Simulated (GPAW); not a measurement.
# Si K ELNES/XANES of CoSi2 (Fm-3m) from DFT

What does one-electron theory with a core hole give for the Si K edge of CoSi2 (Fm-3m)?

Main program and level: GPAW 26.7.0; X-ray absorption from dipole matrix elements to empty bands, plane-wave PAW PBE.

The database entry behind the starting cell differs from later determinations by our own check (0.1 to 0.3 % short, probably kX units), so it need not match the best structure at ambient conditions.

**1. Set-up**

The structure is cubic, space group Fm-3m (No. 225). The conventional cell has a = 5.356 Å, b = 5.356 Å, c = 5.356 Å, α = 90.00°, β = 90.00°, γ = 90.00°. Co has 8 Si at 2.32 Å nearest. Si has 4 Co at 2.32 Å nearest. Farther neighbours are not listed.

**2. Ground state of the crystal**

The ground state comes first: it tells whether the system has a gap, which decides how the excited electron is treated.

scf.py

```python
import numpy as np
from ase import Atoms
from ase.parallel import parprint, paropen
from gpaw import GPAW, PW, FermiDirac, Mixer, MixerDif, setup_paths
from gpaw.test import gen
setup_paths.insert(0, '.')
gen('Si', name='nch1s', xcname='PBE', corehole=(1, 0, 0), write_xml=True)
from gpaw.mpi import world
world.barrier()

atoms = Atoms('CoSi2',
    cell=[[0, 2.678, 2.678],
     [2.678, 0, 2.678],
     [2.678, 2.678, 0]],
    scaled_positions=[[0, 0, 0],
     [0.75, 0.75, 0.75],
     [0.25, 0.25, 0.25]],
    magmoms=[3.0, 0.0, 0.0],
    pbc=True)
atoms.calc = calc = GPAW(legacy_gpaw=True, mode=PW(430), xc='PBE', setups={1: 'nch1s'},
    kpts={'size': (8, 8, 8), 'gamma': True}, occupations=FermiDirac(0.05),
    charge=0, mixer=MixerDif(0.05, 8, 50), maxiter=150,
    convergence={'density': 0.0001}, txt='scf.txt')
energy = atoms.get_potential_energy() + calc.get_reference_energy()
ef = calc.get_fermi_level()
out = dict(energy=energy, fermi=ef, forces=atoms.get_forces().tolist(), magmoms=atoms.get_magnetic_moments().tolist())
parprint(f'all-electron energy {energy:.4f} eV, Fermi level {ef:.4f} eV')
ev = np.array([[calc.get_eigenvalues(k, s) for k in range(len(calc.get_ibz_k_points()))] for s in range(calc.get_number_of_spins())])
out['homo'], out['lumo'], out['counts'] = ev[ev < ef].max(), ev[ev > ef].min(), sorted(set((ev < ef).sum((0, 2)).tolist()))
out['filled'] = (ev[:, 0] < ef).sum(1).tolist()
import json
with paropen('out.json', 'w') as f:
    json.dump(out, f)
```

Run with:

```
> OMP_NUM_THREADS=1 mpirun -n 4 gpaw python scf.py
```

Numbers of over 12 decimals in the logs are rounded to 6 here.

Output:

```text
Input parameters:
  convergence: {density: 0.0001}
  kpts: {gamma: True,
         size: (8, 8, 8)}
  maxiter: 150
  mixer: {backend: pulay,
          beta: 0.05,
          method: difference,
          nmaxold: 8,
          weight: 50}
  mode: {ecut: 430.0,
         name: pw}
  occupations: {fixmagmom: False,
                name: fermi-dirac,
                width: 0.05}
  setups: {1: nch1s}
  xc: PBE

Initialize ...

[... PAW data sets ...]

Reference energy: -53675.398650  # eV

Spin-polarized calculation.
Initial magnetic moment: 3.000000

[... convergence settings ...]
Symmetries present (total): 24
  [... symmetry matrices ...]

512 k-points: 8 x 8 x 8 Monkhorst-Pack grid + [1/16,1/16,1/16]
29 k-points in the irreducible part of the Brillouin zone
       k-points in crystal coordinates                weights
   0:     0.00000000    0.00000000    0.00000000          1/512
   1:     0.12500000    0.12500000    0.00000000          6/512
   2:     0.12500000    0.12500000    0.12500000          8/512
   3:     0.25000000    0.12500000    0.12500000         12/512
   4:     0.25000000    0.25000000    0.00000000          6/512
   5:     0.25000000    0.25000000    0.12500000         24/512
   6:     0.25000000    0.25000000    0.25000000          8/512
   7:     0.37500000    0.25000000   -0.37500000         24/512
   8:     0.37500000    0.25000000    0.12500000         24/512
   9:     0.37500000    0.25000000    0.25000000         24/512
          ...
  28:     0.50000000    0.50000000    0.50000000          4/512

Wave functions: Plane wave expansion
  Cutoff energy: 430.000 eV
  Number of coefficients (min, max): 749, 791
  Pulay-stress correction: 0.000000 eV/Ang^3 (de/decut=0.000000)
  Using FFTW library
  Wavefunction extrapolation:
    Improved wavefunction reuse through dual PAW basis

Occupation numbers: Fermi-Dirac:
  width: 0.0500  # eV

Eigensolver
   Davidson(niter=2)

Densities:
  Coarse grid: 20*20*20 grid
  Fine grid: 40*40*40 grid
  Total Charge: 0.000000

Density mixing:
  Method: difference
  Backend: pulay
  Linear mixing parameter: 0.05
  old densities: 8
  Width of damping distribution: 1.1
  Damping of long wavelength oscillations: 50

[... Hamiltonian set-up ...]
Number of atoms: 3
Number of atomic orbitals: 17
Number of bands in calculation: 16
Number of valence electrons: 17
Bands to converge: occupied

... initialized

Initializing position-dependent things.

Density initialized from atomic densities
Creating initial wave functions:
  16 bands from LCAO basis set

                    Si

           Si

       Co

Atomic positions and initial magnetic moments

Positions:
   0 Co     0.000000    0.000000    0.000000    ( 0.0000,  0.0000,  3.0000)
   1 Si     4.017000    4.017000    4.017000    ( 0.0000,  0.0000,  0.0000)
   2 Si     1.339000    1.339000    1.339000    ( 0.0000,  0.0000,  0.0000)

Unit cell:
           periodic     x           y           z      points  spacing
  1. axis:    yes    0.000000    2.678000    2.678000    20     0.1546
  2. axis:    yes    2.678000    0.000000    2.678000    20     0.1546
  3. axis:    yes    2.678000    2.678000    0.000000    20     0.1546

  Lengths:   3.787264   3.787264   3.787264
  Angles:   60.000000  60.000000  60.000000

Effective grid spacing dv^(1/3) = 0.1687

iter:   1   -19.524440                   +3.0066
iter:   2   -20.387331   -0.55  -0.97    +1.2504
iter:   3   -20.388174   -0.94  -0.99    +0.1089
iter:   4   -20.373023   -1.85  -1.09    +0.1111
iter:   5   -20.249757   -1.78  -1.18    +0.0332
iter:   6   -20.251504   -3.27  -1.61    +0.0180
iter:   7   -20.255757c  -4.16  -1.61    +0.0052
iter:   8   -20.207188   -2.75  -1.57    +0.0028
iter:   9   -20.207627   -3.85  -2.88    -0.0001
iter:  10   -20.207176c  -4.66  -2.73    +0.0001
iter:  11   -20.206904c  -4.89  -2.82    +0.0001
iter:  12   -20.206900c  -5.50  -3.25    +0.0000
iter:  13   -20.206933c  -5.92  -3.58    -0.0000
iter:  14   -20.206905c  -6.17  -3.58    -0.0000
iter:  15   -20.206906c  -8.03c -4.15c   -0.0000

Converged after 15 iterations.

Dipole moment: (0.000000, 0.000000, 0.000000) |e|*Ang

Total magnetic moment: (0.000000, 0.000000, -0.000003)
Local magnetic moments:
   0 Co ( 0.000000,  0.000000, -0.000003)
   1 Si ( 0.000000,  0.000000,  0.000000)
   2 Si ( 0.000000,  0.000000,  0.000000)

Energy contributions relative to reference atoms: (reference = -53675.398650)

Kinetic:        +18.423303
Potential:      -13.280137
External:        +0.000000
XC:             -25.683745
Entropy (-ST):   -0.008632
Local:           +0.337990
SIC:             +0.000000
--------------------------
Free energy:    -20.211222
Extrapolated:   -20.206906

Spin contamination: 0.000001 electrons
Showing only first 2 kpts
                      Up                     Down
 Kpt  Band  Eigenvalues  Occupancy  Eigenvalues  Occupancy
  0     6     10.41759    0.00000     10.41759    0.00000
  0     7     13.07269    0.00000     13.07268    0.00000
  0     8     13.07269    0.00000     13.07268    0.00000
  0     9     13.07269    0.00000     13.07269    0.00000

  1     6     10.75174    0.00000     10.75174    0.00000
  1     7     11.00081    0.00000     11.00081    0.00000
  1     8     11.00081    0.00000     11.00081    0.00000
  1     9     11.84830    0.00000     11.84830    0.00000

Fermi level: 9.62698

No gap
No difference between direct/indirect transitions

Forces in eV/Ang:
  0 Co    0.00000    0.00000    0.00000
  1 Si    0.00000   -0.00000    0.00000
  2 Si    0.00000   -0.00000   -0.00000
Scalar-relativistic atomic PBE calculation for Si (Silicon, Z=14)
Core hole in 1s state (1s occupation: 2.0)
450 radial gridpoints.
|------------------------------------------------|
|------------------------------------------------|
[... the atom generator's iteration count ...]

Energy contributions:
-------------------------
Kinetic:     +290.505138
XC:           -20.648327
Potential:   -559.674629
-------------------------
Total:       -289.817817

state      eigenvalue         ekin         rmax
-----------------------------------------------
1s^2.0 :   -65.623113    92.786473        0.073
2s^2.0 :    -5.126087    13.134468        0.455
2p^6.0 :    -3.511732    12.248328        0.388
3s^2.0 :    -0.397334     1.579131        1.789
3p^2.0 :    -0.149969     1.007513        2.155
-----------------------------------------------
(units: Bohr and Hartree)

Generating PAW setup
Kinetic energy of the core from tauc = 285.948705
Cutoffs:
rc(s)=2.000
rc(p)=2.000
rc(d)=2.000
rc(vbar)=1.800
rc(comp)=2.000
rc(nct)=2.000

Kinetic energy of the core states: 285.331851
Charge: 0.0
Core electrons: 10.0
Valence electrons: 4.0
Pseudo-core charge: 0.181389
Shape function alpha=2.500
Pseudo-electron charge 4.411452
state    eigenvalue         norm
--------------------------------
3s(2) :    -0.397334     1.109262
*s    :     0.602666
3p(2) :    -0.149969     1.005769
*p    :     0.850031
*d    :     0.000000
--------------------------------

Diagonalizing with gridspacing h=0.050

state   all-electron     PAW
-------------------------------
3s:      -0.397334    -0.397486
3p:      -0.149969    -0.150100
*d:                    0.031888
*f:                    0.068154
-------------------------------
all-electron energy -53695.6056 eV, Fermi level 9.6270 eV
```

Wall time 6.7 s (4 MPI ranks of Arm Neoverse V2, shared host); peak memory 0.21 GiB.

The mesh shows no gap, so the system is treated as a metal and the core electron is put at the Fermi level (neutral cell).

**3. Spectrum without a core hole, Si atom 2**

This cheap baseline ignores the attraction of the hole: it shows the absorber's empty states as they are in the ground state. The data set with a hole of occupation 0 only carries the core orbital.

The absorber has 4 Co at 2.32 Å and 6 Si at 2.68 Å (10-fold, site symmetry -43m).

xas.py

```python
import numpy as np
from ase import Atoms
from ase.parallel import parprint, paropen
from gpaw import GPAW, PW, FermiDirac, Mixer, MixerDif, setup_paths
from gpaw.test import gen
setup_paths.insert(0, '.')
gen('Si', name='nch1s', xcname='PBE', corehole=(1, 0, 0), write_xml=True)
from gpaw.mpi import world
world.barrier()

atoms = Atoms('CoSi2',
    cell=[[0, 2.678, 2.678],
     [2.678, 0, 2.678],
     [2.678, 2.678, 0]],
    scaled_positions=[[0, 0, 0],
     [0.75, 0.75, 0.75],
     [0.25, 0.25, 0.25]],
    magmoms=[3.0, 0.0, 0.0],
    pbc=True)
atoms.calc = calc = GPAW(legacy_gpaw=True, mode=PW(430), xc='PBE', setups={1: 'nch1s'},
    kpts={'size': (11, 11, 11), 'gamma': True}, occupations=FermiDirac(0.1),
    charge=0, mixer=MixerDif(0.05, 8, 50), maxiter=150,
    convergence={'density': 0.0001}, txt='scf.txt')
energy = atoms.get_potential_energy() + calc.get_reference_energy()
ef = calc.get_fermi_level()
out = dict(energy=energy, fermi=ef, forces=atoms.get_forces().tolist(), magmoms=atoms.get_magnetic_moments().tolist())
parprint(f'all-electron energy {energy:.4f} eV, Fermi level {ef:.4f} eV')
ev = np.array([[calc.get_eigenvalues(k, s) for k in range(len(calc.get_ibz_k_points()))] for s in range(calc.get_number_of_spins())])
out['homo'], out['lumo'], out['counts'] = ev[ev < ef].max(), ev[ev > ef].min(), sorted(set((ev < ef).sum((0, 2)).tolist()))
out['filled'] = (ev[:, 0] < ef).sum(1).tolist()

from ase.units import Ha
from gpaw.xas import dipole_matrix_elements
nb = int(calc.get_number_of_electrons() / 2) + 31
top = nb
nscf = calc.fixed_density(kpts={'size': (7, 7, 7), 'gamma': True},
    convergence={'eigenstates': 1.0}, txt='nscf.txt')
nscf.diagonalize_full_hamiltonian(nbands=nb)
cell = atoms.cell.array
ops = [cell.T @ U.T @ np.linalg.inv(cell.T) for U in nscf.wfs.kd.symmetry.op_scc]
E = np.arange(-25, 34, 0.1)
fwhm = np.interp(E, [4, 25], [0.9, 3.5])
Y, X, zero, highest = 0, 0, 1e9, 1e9
for spin in range(nscf.get_number_of_spins()):
    wfs = nscf.wfs
    A = dipole_matrix_elements(wfs.setups[1])
    eps = np.zeros((wfs.kd.nibzkpts, nb))
    d = np.zeros((3, A.shape[1], wfs.kd.nibzkpts, nb), complex)
    for kpt in wfs.kpt_u:
        if kpt.s == spin and 1 in kpt.P_ani:
            eps[kpt.k] = kpt.eps_n * Ha
            d[:, :, kpt.k] = (kpt.weight * wfs.nspins / 2) ** 0.5 * np.inner(A, kpt.P_ani[1])
    world.sum(eps)
    world.sum(d)
    T = np.einsum('amkn,bmkn->abkn', d, d.conj()).real
    T = sum(np.einsum('ai,ijkn,bj->abkn', R, T, R) for R in ops) / len(ops)
    empty = eps > ef
    zero, highest = min(zero, eps[empty].min()), min(highest, eps[:, top - 1].min())
    lines = [(eps, T, empty)] if spin == 0 else lines + [(eps, T, empty)]
for eps, T, empty in lines:
    f = np.einsum('aakn->akn', T).reshape(3, -1)
    x = eps.ravel() - zero
    w = np.interp(x, E, fwhm) / 2.35482
    g = np.exp(-0.5 * ((E[:, None] - x) / w) ** 2) / (w * (2 * np.pi) ** 0.5)
    Y = Y + (f * empty.ravel()) @ g.T
    X = X + (f * ~empty.ravel()) @ g.T
out.update(E=E.round(2).tolist(), xas=Y.tolist(), xes=X.tolist(), zero=zero, valid=highest - zero, nk=len(eps), nb=nb)
for i in range(0, len(E), 10):
    parprint(f'{E[i]:7.2f}', *(f'{v:10.3e}' for v in Y[:, i]))
import json
with paropen('out.json', 'w') as f:
    json.dump(out, f)
```

Run with:

```
> OMP_NUM_THREADS=1 mpirun -n 4 gpaw python xas.py
```

Output:

```text
Input parameters:
  convergence: {density: 0.0001}
  kpts: {gamma: True,
         size: (11, 11, 11)}
  maxiter: 150
  mixer: {backend: pulay,
          beta: 0.05,
          method: difference,
          nmaxold: 8,
          weight: 50}
  mode: {ecut: 430.0,
         name: pw}
  occupations: {fixmagmom: False,
                name: fermi-dirac,
                width: 0.1}
  setups: {1: nch1s}
  xc: PBE

[...]
3s:      -0.397334    -0.397486
3p:      -0.149969    -0.150100
*d:                    0.031888
*f:                    0.068154
-------------------------------
all-electron energy -53695.6078 eV, Fermi level 9.6659 eV
 -25.00 6.028e-254 6.028e-254 6.028e-254
 -24.00 3.678e-244 3.678e-244 3.678e-244
 -23.00 1.433e-234 1.433e-234 1.433e-234
 -22.00 3.567e-225 3.567e-225 3.567e-225
[...]
32.00  8.976e-06  8.976e-06  8.976e-06
  33.00  9.461e-06  9.461e-06  9.461e-06
[key lines of the parts left out:]
Converged after 16 iterations.
Dipole moment: (0.000000, 0.000000, 0.000000) |e|*Ang
Free energy:    -20.226404
Fermi level: 9.66592
```

It took 21 s on 4 MPI ranks; peak memory 0.3 GiB; 85 s of CPU time.

The Si K spectrum, Si atom 2, no core hole (energy from the lowest empty level; intensity scaled to a mean of 1 over the first 20 eV):

| E (eV) | intensity |
| --- | --- |
| -2.0 | 0.00 |
| -1.4 | 0.00 |
| -0.8 | 0.02 |
| -0.2 | 0.17 |
| 0.4 | 0.34 |
| 1.0 | 0.25 |
| 1.6 | 0.30 |
| 2.2 | 0.65 |
| 2.8 | 0.59 |
| 3.4 | 0.95 |
| 4.0 | 1.29 |
| 4.6 | 1.22 |
| 5.2 | 1.39 |
| 5.8 | 1.56 |
| 6.4 | 1.56 |
| 7.0 | 1.46 |
| 7.6 | 1.43 |
| 8.2 | 1.48 |
| 8.8 | 1.51 |
| 9.4 | 1.35 |
| 10.0 | 1.18 |
| 10.6 | 0.99 |
| 11.2 | 0.77 |
| 11.8 | 0.65 |
| 12.4 | 0.71 |
| 13.0 | 0.88 |
| 13.6 | 1.02 |
| 14.2 | 1.04 |
| 14.8 | 0.94 |
| 15.4 | 0.85 |
| 16.0 | 0.86 |
| 16.6 | 0.94 |
| 17.2 | 1.00 |
| 17.8 | 1.00 |
| 18.4 | 0.97 |
| 19.0 | 0.96 |
| 19.6 | 0.99 |
| 20.2 | 1.01 |
| 20.8 | 0.98 |
| 21.4 | 0.92 |
| 22.0 | 0.85 |
| 22.6 | 0.78 |
| 23.2 | 0.74 |
| 23.8 | 0.70 |
| 24.4 | 0.67 |
| 25.0 | 0.62 |
| 25.6 | 0.57 |
| 26.2 | 0.52 |
| 26.8 | 0.49 |
| 27.4 | 0.48 |
| 28.0 | 0.49 |
| 28.6 | 0.52 |
| 29.2 | 0.57 |
| 29.8 | 0.62 |
| 30.4 | 0.66 |
| 31.0 | 0.71 |
| 31.6 | 0.75 |

Main maxima below 24 eV (height): 0.5 eV (0.35), 3.9 eV (1.30), 6.1 eV (1.59), 8.7 eV (1.52), 13.9 eV (1.05), 17.5 eV (1.00) and 20.2 eV (1.01). A K edge sees empty p states on the absorber.

The same matrix elements for filled bands give the Si K emission of Si atom 2 (ground-state approximation; energy from the lowest empty level, largest value 1):

| E (eV) | emission |
| --- | --- |
| -24.00 | 0.00 |
| -23.25 | 0.00 |
| -22.50 | 0.00 |
| -21.75 | 0.00 |
| -21.00 | 0.00 |
| -20.25 | 0.00 |
| -19.50 | 0.00 |
| -18.75 | 0.00 |
| -18.00 | 0.00 |
| -17.25 | 0.00 |
| -16.50 | 0.00 |
| -15.75 | 0.00 |
| -15.00 | 0.00 |
| -14.25 | 0.00 |
| -13.50 | 0.00 |
| -12.75 | 0.00 |
| -12.00 | 0.01 |
| -11.25 | 0.03 |
| -10.50 | 0.04 |
| -9.75 | 0.07 |
| -9.00 | 0.07 |
| -8.25 | 0.10 |
| -7.50 | 0.10 |
| -6.75 | 0.18 |
| -6.00 | 0.27 |
| -5.25 | 0.41 |
| -4.50 | 0.70 |
| -3.75 | 0.98 |
| -3.00 | 0.52 |
| -2.25 | 0.37 |
| -1.50 | 0.31 |
| -0.75 | 0.49 |
| 0.00 | 0.16 |
| 0.75 | 0.00 |
| 1.50 | 0.00 |
| 2.25 | 0.00 |
| 3.00 | 0.00 |

Emission maxima: -3.8 eV (1.00) and -0.8 eV (0.49).

**4. Reference energy of the supercell**

The photon energy needs a difference of total energies, so the cell and mesh of the coming hole run are first run without a hole.

Edit scf.py of step 2 so:

```diff
@@ -10,13 +10,28 @@
 
-atoms = Atoms('CoSi2',
-    cell=[[0, 2.678, 2.678],
-     [2.678, 0, 2.678],
-     [2.678, 2.678, 0]],
+atoms = Atoms('Co6Si12',
+    cell=[[-5.356, -2.678, -2.678],
+     [2.678, -5.356, 2.678],
+     [-5.356, 2.678, 2.678]],
     scaled_positions=[[0, 0, 0],
-     [0.75, 0.75, 0.75],
-     [0.25, 0.25, 0.25]],
-    magmoms=[3.0, 0.0, 0.0],
+     [0.5, 0.33333333, 0.16666667],
+     [0, 0.66666667, 0.33333333],
+     [0, 0.33333333, 0.66666667],
+     [0.5, 0, 0.5],
+     [0.5, 0.66666667, 0.83333333],
+     [0.875, 0, 0.375],
+     [0.375, 0.33333333, 0.54166667],
+     [0.875, 0.66666667, 0.70833333],
+     [0.875, 0.33333333, 0.04166667],
+     [0.375, 0, 0.875],
+     [0.375, 0.66666667, 0.20833333],
+     [0.625, 0, 0.125],
+     [0.125, 0.33333333, 0.29166667],
+     [0.625, 0.66666667, 0.45833333],
+     [0.625, 0.33333333, 0.79166667],
+     [0.125, 0, 0.625],
+     [0.125, 0.66666667, 0.95833333]],
+    magmoms=[3.0, 3.0, 3.0, 3.0, 3.0, 3.0, 0.0, 0.0, 0.0, 0.0, 0.0, 0.0, 0.0, 0.0, 0.0, 0.0, 0.0, 0.0],
     pbc=True)
-atoms.calc = calc = GPAW(legacy_gpaw=True, mode=PW(430), xc='PBE', setups={1: 'nch1s'},
-    kpts={'size': (8, 8, 8), 'gamma': True}, occupations=FermiDirac(0.05),
+atoms.calc = calc = GPAW(legacy_gpaw=True, mode=PW(430), xc='PBE', setups={6: 'nch1s'},
+    kpts={'size': (3, 3, 3), 'gamma': True}, occupations=FermiDirac(0.1),
     charge=0, mixer=MixerDif(0.05, 8, 50), maxiter=150,
```

Run with:

```
> OMP_NUM_THREADS=1 mpirun -n 4 gpaw python scf.py
```

Output:

```text
Input parameters:
  convergence: {density: 0.0001}
  kpts: {gamma: True,
         size: (3, 3, 3)}
  maxiter: 150
  mixer: {backend: pulay,
          beta: 0.05,
          method: difference,
          nmaxold: 8,
          weight: 50}
  mode: {ecut: 430.0,
         name: pw}
  occupations: {fixmagmom: False,
                name: fermi-dirac,
                width: 0.1}
  setups: {6: nch1s}
  xc: PBE

Initialize ...

[...]
3s(2) :    -0.397334     1.109262
*s    :     0.602666
3p(2) :    -0.149969     1.005769
*p    :     0.850031
*d    :     0.000000
--------------------------------

Diagonalizing with gridspacing h=0.050

state   all-electron     PAW
-------------------------------
3s:      -0.397334    -0.397486
3p:      -0.149969    -0.150100
*d:                    0.031888
*f:                    0.068154
-------------------------------
all-electron energy -322173.6349 eV, Fermi level 9.7990 eV
[key lines of the parts left out:]
Converged after 16 iterations.
Dipole moment: (-0.000001, -0.000001, -0.000001) |e|*Ang
Free energy:   -121.347145
Fermi level: 9.79901
```

Wall time 51 s (4 MPI ranks); peak memory 0.34 GiB; 3.4 min of CPU time.

Reference energy: -322173.635 eV with the cores included.

(Part 1 of 2 ends here.)

[Banner, clock and machine lines of the logs are left out without a mark of their own.]

[Logs are printed without paths, hosts, clocks, repeated set-up lines and the standing remarks that a program may print on its own settings, such as how far it seeks lower states.]

[Hosts, paths, dates, database ids (printed as entryN), source tags and the programs' standing remarks are cut or masked in the printed files.]

[Lists of maxima count a maximum above −3 eV only where it reaches 4 % of the highest in the window and stands out from its surroundings by 2 % of it (1.5 % where it reaches 55 %); shoulders and weaker maxima are passed over, and of the rest the first, up to two pre-edge ones and the few strongest are named.]
